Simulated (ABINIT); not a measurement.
An input for ABINIT 10.8.3 (TaAgO3 (Pm-3m)):

```
acell 3*1.0 Angstrom
rprim 
  3.999370000000 0.000000000000 0.000000000000
  0.000000000000 3.999370000000 0.000000000000
  0.000000000000 0.000000000000 3.999370000000
ntypat 3
znucl 73 47 8
natom 5
typat 1 2 3 3 3
xred 
  0.000000000000 0.000000000000 0.000000000000
  0.500000000000 0.500000000000 0.500000000000
  0.000000000000 0.000000000000 0.500000000000
  0.000000000000 0.500000000000 0.000000000000
  0.500000000000 0.000000000000 0.000000000000
pp_dirpath "pseudos"
pseudos "Ta.upf, Ag.upf, O.upf"
ecut 37
ngkpt 2 2 2
nshiftk 1
shiftk 0 0 0
kptopt 1
chksymbreak 0
istwfk *1
occopt 1
irdwfk 1
optdriver 4
nband 67
gwcalctyp 10
ecutsigx 37
symsigma 1
nkptgw 4
kptgw 
  0.0000000000 0.0000000000 0.0000000000
  0.5000000000 0.0000000000 0.0000000000
  0.5000000000 0.5000000000 0.0000000000
  0.5000000000 0.5000000000 0.5000000000
bdgw 
  12 34
  12 34
  12 34
  12 34
ecuteps 3.9
irdscr 1
ppmodel 1
irdqps 1
indata_prefix "in"
outdata_prefix "out"
tmpdata_prefix "tmp"
```

```sh
OMP_NUM_THREADS=1 mpirun -n 4 abinit run.abi > log
```

Q: How long will it take on 4 MPI ranks of Arm Neoverse V2, shared host, and how much memory?

It took 17 s; on shared hardware allow 8.3 s to 33 s. Peak host memory was 1.2 GiB.

[Long decimals in the printed logs are rounded to 6 places.]

[Logs are printed without paths, hosts, clocks, repeated set-up lines and the standing remarks that a program may print on its own settings, such as how far it seeks lower states.]

[Paths, hosts, dates, memory and timing lines, banners, echoed tables and standing remarks are left out of the program output; an Ansatz launch command may be rebuilt from the run's recorded settings. Measured values are a selection of at most five: reports struck by readers or far from the other reports are left out. None is set beside runs whose start may be inverted or whose files or cutoffs have a known fault.]

[Runs of the session that timed out or met a known fault of the program may be left out.]

[Hosts, paths, dates, database ids (printed as entryN), source tags and the programs' standing remarks are cut or masked in the printed files.]

[G0W0 gaps are taken among the corrected bands and points alone; a level outside them can change the order at an edge.]

[Where Ansatz stands beside ABINIT at settings called matched, ABINIT's density can come from a denser mesh and the files from another edition; pairs whose starting gaps differed by over 0.03 eV were left out, so agreement reads better than it is.]
